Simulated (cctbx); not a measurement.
# Interatomic vectors of MgAs2S6

Space group Pmn2_1 (no. 31), a = 9.5120 Å, b = 6.9210 Å, c = 6.4970 Å, α = 90.00°, β = 90.00°, γ = 90.00°, content As4 S12 Mg2.

Simulated single-crystal data (cctbx): Cu Kα, λ = 1.54184 Å, to d = 0.83 Å, 95 % of the full sphere, strongest reflection 40000 counts, noise from counting, a 4 % proportional error and a noise floor of 4 counts (s.d.); no absorption, some extinction.

Patterson synthesis, origin scaled to 1000:

```text
Patterson group P m m m
      u       v       w   height  length (A)
  0.000   0.000   0.000   1000.0     0.00
  0.500   0.000   0.000    585.6     4.76
  0.500   0.500   0.500    538.2     6.72
  0.000   0.500   0.500    521.7     4.75
  0.423   0.267   0.241    105.7     4.70
  0.076   0.269   0.244    103.4     2.55
  0.251   0.433   0.352     97.9     4.46
  0.357   0.000   0.000     97.0     3.40
  0.500   0.000   0.500     92.2     5.76
  0.256   0.000   0.173     84.7     2.68
  0.244   0.083   0.125     65.4     2.53
  0.249   0.431   0.000     59.9     3.81
  0.240   0.099   0.500     59.6     4.03
  0.318   0.292   0.000     49.7     3.64
```

Q: Assign the vectors.

A peak at u stands for all pairs with xi − xj = u, with weight Σ ZiZj against Σ Z² = 7716 at the origin. Peak heights follow these weights only roughly, since form factors, motion and series ripples differ, all vectors within 0.55 Å of a peak are counted as merged into it though the farther ones add only part of their weight, and F(000) is left out, which lowers the whole map:

| u | v | w | shortest length (Å) | height | 1000 ΣZiZj/ΣZ² | pairs in the cell |
| --- | --- | --- | --- | --- | --- | --- |
| 0.500 | 0.000 | 0.000 | 4.76 | 586 | 565 | 4 × As–As |
| 0.500 | 0.500 | 0.500 | 6.72 | 538 | 565 | 4 × As–As |
| 0.000 | 0.500 | 0.500 | 4.75 | 522 | 565 | 4 × As–As |
| 0.423 | 0.267 | 0.241 | 4.70 | 106 | 137 | 2 × As–S |
| 0.076 | 0.269 | 0.244 | 2.55 | 103 | 137 | 2 × As–S |
| 0.251 | 0.433 | 0.352 | 4.46 | 98 | 137 | 2 × As–S |
| 0.357 | 0.000 | 0.000 | 3.40 | 97 | 133 | 4 × S–S |
| 0.500 | 0.000 | 0.500 | 5.76 | 92 | 133 | 4 × S–S |
| 0.256 | 0.000 | 0.173 | 2.68 | 85 | 137 | 2 × As–S |
| 0.244 | 0.083 | 0.125 | 2.53 | 65 | 137 | 2 × As–S |

The table stops at ten peaks or at a height of 45, below which ripples compete. In the model behind the data As, the heaviest element, has 1 independent site: (0.7482, 0.7616, 0.5081), up to an allowed shift of origin; the As–As vectors are differences of these positions and their symmetry mates. The whole model:

| atom | mult. | x | y | z | Ueq (Å²) |
| --- | --- | --- | --- | --- | --- |
| As1 | 4 | 0.7482 | 0.7616 | 0.5081 | 0.0112 |
| S1 | 2 | 0 | 0.3379 | 0.8899 | 0.0154 |
| S2 | 2 | 0 | 0.7909 | 0.6817 | 0.0102 |
| S3 | 4 | 0.3150 | 0.0796 | 0.6605 | 0.0150 |
| S4 | 4 | 0.6730 | 0.5053 | 0.7740 | 0.0123 |
| Mg1 | 2 | 0 | 0.6684 | 0.0453 | 0.0125 |

The model is made up (kin elements in a known structure type, no relaxation), so it says nothing on whether the phase exists.

[Logs are printed without paths, hosts, clocks, repeated set-up lines and the standing remarks that a program may print on its own settings, such as how far it seeks lower states.]
